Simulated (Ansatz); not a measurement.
# TiO2 (Anatase): G0W0 under other settings

Aim: change settings of a G0W0 run on TiO2 (Anatase) and see what moves.

Calculated with Ansatz 0.2.0; G0W0 on PBE, plane waves, PAW.

This is a report of a sequence of runs, with most program output left out.

### Step 1. Starting point

The structure is tetragonal, space group I4_1/amd (No. 141). The conventional cell has a = 3.784 Å, b = 3.784 Å, c = 9.515 Å, α = 90.00°, β = 90.00°, γ = 90.00°. Nearest to Ti lie 6 O at 1.93 to 1.98 Å. Nearest to O lie 3 Ti at 1.93 to 1.98 Å. Farther neighbours and most contacts between anions are not listed.

The cell and positions come from the Crystallography Open Database and are kept as given unless a step says otherwise. The default PAW set here is soft_2. Its files were made with PBE.

### Step 2. The base run: 6×6×6 mesh, 154 empty bands, screening to 100 eV

Now the one-shot GW correction: screening in the RPA, then the self-energy of the levels asked for.

Contents of input.yaml:

```yaml
crystal:
  lattice:
    - [-1.8921, 1.8921, 4.7573]
    - [1.8921, -1.8921, 4.7573]
    - [1.8921, 1.8921, -4.7573]
  atoms:
    - { symbol: Ti, position: [0.0, 0.0, 0.0] }
    - { symbol: Ti, position: [0.75, 0.25, 0.5] }
    - { symbol: O, position: [0.2081, 0.2081, 0.0] }
    - { symbol: O, position: [0.9581, 0.4581, 0.5] }
    - { symbol: O, position: [0.5419, 0.0419, 0.5] }
    - { symbol: O, position: [0.7919, 0.7919, 0.0] }
kpoints:
  mp_grid: { grid: [6, 6, 6] }
hamiltonian:
  xc: pbe
scf:
  occupations: { method: fixed }
gw:
  n_empty_bands: 154
  ecut_chi: 100
  qp_bands: [v2, c2]
  qp_kpoints: band_edges
  screening: { model: contour_deformation }
```

Launch:

```sh
$ ansatz run input.yaml --threads 2 --pin off --max-ram 92160MiB --backend cuda --events-out ev --progress --plain --runs-dir out --devices 1 --max-vram 13GiB  # rebuilt from the run's record
```

Run time: 40 s. Hardware: 1 × NVIDIA H100 80GB HBM3 (shared by 6 runs) with 2 threads of AMD EPYC 7R13 (Zen 3), shared host; peak memory 1.3 GiB.

This step gave:

| Quantity | Value |
| --- | --- |
| bands summed | 178 |
| RPA ε∞ on this mesh (eigenvalues) | 6.057, 6.645, 6.645 |
| plane waves in the screening matrix | 155 |
| q-points in the mesh | 216 |
| G0W0 gap on the mesh | 3.618 eV |
| k of the valence top | 0, 0, -0.5 |
| k of the conduction bottom | 0, 0, 0 |
| starting gap on the mesh | 2.167 eV |
| Z at the valence top | 0.7124 |
| Z at the conduction bottom | 0.7329 |
| least direct G0W0 gap on the computed points | 3.944 eV |

The gap on the mesh goes from 2.17 eV to 3.62 eV, a correction of +1.45 eV. Between the two edge states, bare exchange in place of the xc potential would open the gap by 12.59 eV, and correlation takes back 11.14 eV.

### Step 3. Variant: wider window of levels

input.yaml, as its differences from that of step 2:

```diff
@@ -21,4 +21,4 @@
   ecut_chi: 100
-  qp_bands: [v2, c2]
-  qp_kpoints: band_edges
+  qp_bands: [v8, c6]
+  qp_kpoints: [[0, 0, 0]]
   screening: { model: contour_deformation }
```

Wall time 13 s (1 × NVIDIA H100 80GB HBM3 (shared by 6 runs) with 2 threads); peak memory 1.3 GiB; 20 s of CPU time.

Absolute levels on the run's own zero. QP, by row:

```csv
k index,band,KS (eV),Sigma_x (eV),Sigma_c (eV),Vxc (eV),Z,QP linearised (eV),QP (eV),source,doubts
0,17,5.256,-24.2,5.059,-18.84,0.6819,4.955,4.958,root,
0,18,5.256,-24.2,5.059,-18.84,0.6819,4.955,4.958,root,
0,19,5.311,-25.57,5.261,-20.02,0.6946,5.021,5.023,root,
0,20,6.565,-26.07,4.61,-21.34,0.7167,6.445,6.446,root,
0,21,6.577,-26.31,4.269,-21.98,0.7248,6.514,6.514,root,
0,22,6.577,-26.31,4.269,-21.98,0.7248,6.514,6.514,root,
0,23,6.86,-25.32,4.818,-20.32,0.7055,6.681,6.682,root,
0,24,6.86,-25.32,4.818,-20.32,0.7055,6.681,6.682,root,
0,25,9.457,-13.08,-6.389,-20.79,0.7329,10.82,10.78,root,
0,26,10.2,-13.46,-7.239,-22.14,0.7126,11.7,11.64,root,
0,27,11.34,-14.32,-7.12,-22.8,0.695,12.76,12.7,root,
0,28,11.34,-14.32,-7.12,-22.8,0.695,12.76,12.7,root,
0,29,11.36,-14.51,-7.168,-23.08,0.6904,12.83,12.76,root,
0,30,11.36,-14.51,-7.168,-23.08,0.6904,12.83,12.76,root,
```

Against the base:

| setting | base | variant |
| --- | --- | --- |
| levels asked | v2 to c2 | v8 to c6 |
| points asked | band edges | [[0, 0, 0]] |

### Step 4. Variant: accuracy level

input.yaml, as its differences from that of step 3:

```diff
@@ -21,4 +21,5 @@
   ecut_chi: 100
-  qp_bands: [v8, c6]
-  qp_kpoints: [[0, 0, 0]]
+  qp_bands: [v2, c2]
+  qp_kpoints: band_edges
   screening: { model: contour_deformation }
+accuracy: low
```

Run time: 23 s. Hardware: 1 × NVIDIA H100 80GB HBM3 (shared by 6 runs) with 2 threads; peak memory 1.3 GiB; 30 s of CPU time.

The G0W0 gap on the mesh is 3.617 eV.

Against the base:

```csv
setting,base,variant
accuracy,-,low
```

```csv
quantity,variant,base
starting gap on the mesh,2.167,2.167
G0W0 gap on the mesh,3.617,3.618
least direct G0W0 gap on the computed points,3.944,3.944
Z at the valence top,0.713,0.712
Z at the conduction bottom,0.733,0.733
```

### Step 5. Summary of results

| Quantity | Value |
| --- | --- |
| base | 3.62 eV, 40 s |
| wider window of levels | direct gap at the listed points 4.10 eV, 13 s |
| accuracy level | 3.62 eV, 23 s |

What this shows: Wider window of levels: only the listed points were computed; the least direct gap there is 4.10 eV, with levels asked and points asked changed against the base. Accuracy level: the gap moves by −0.001 eV. All runs here use a coarse mesh and modest cutoffs; they test settings and are not final values.

[Paths, hosts, dates, memory and timing lines, banners, echoed tables and standing remarks are left out of the program output.]

[Logs are printed without paths, hosts, clocks, repeated set-up lines and the standing remarks that a program may print on its own settings, such as how far it seeks lower states.]

[Runs of the session that timed out or met a known fault of the program may be left out.]

[Cells called generated may have been cut or substituted from an entry of the Crystallography Open Database or the Materials Project.]

[Hosts, paths, dates, database ids (printed as entryN), source tags and the programs' standing remarks are cut or masked in the printed files.]
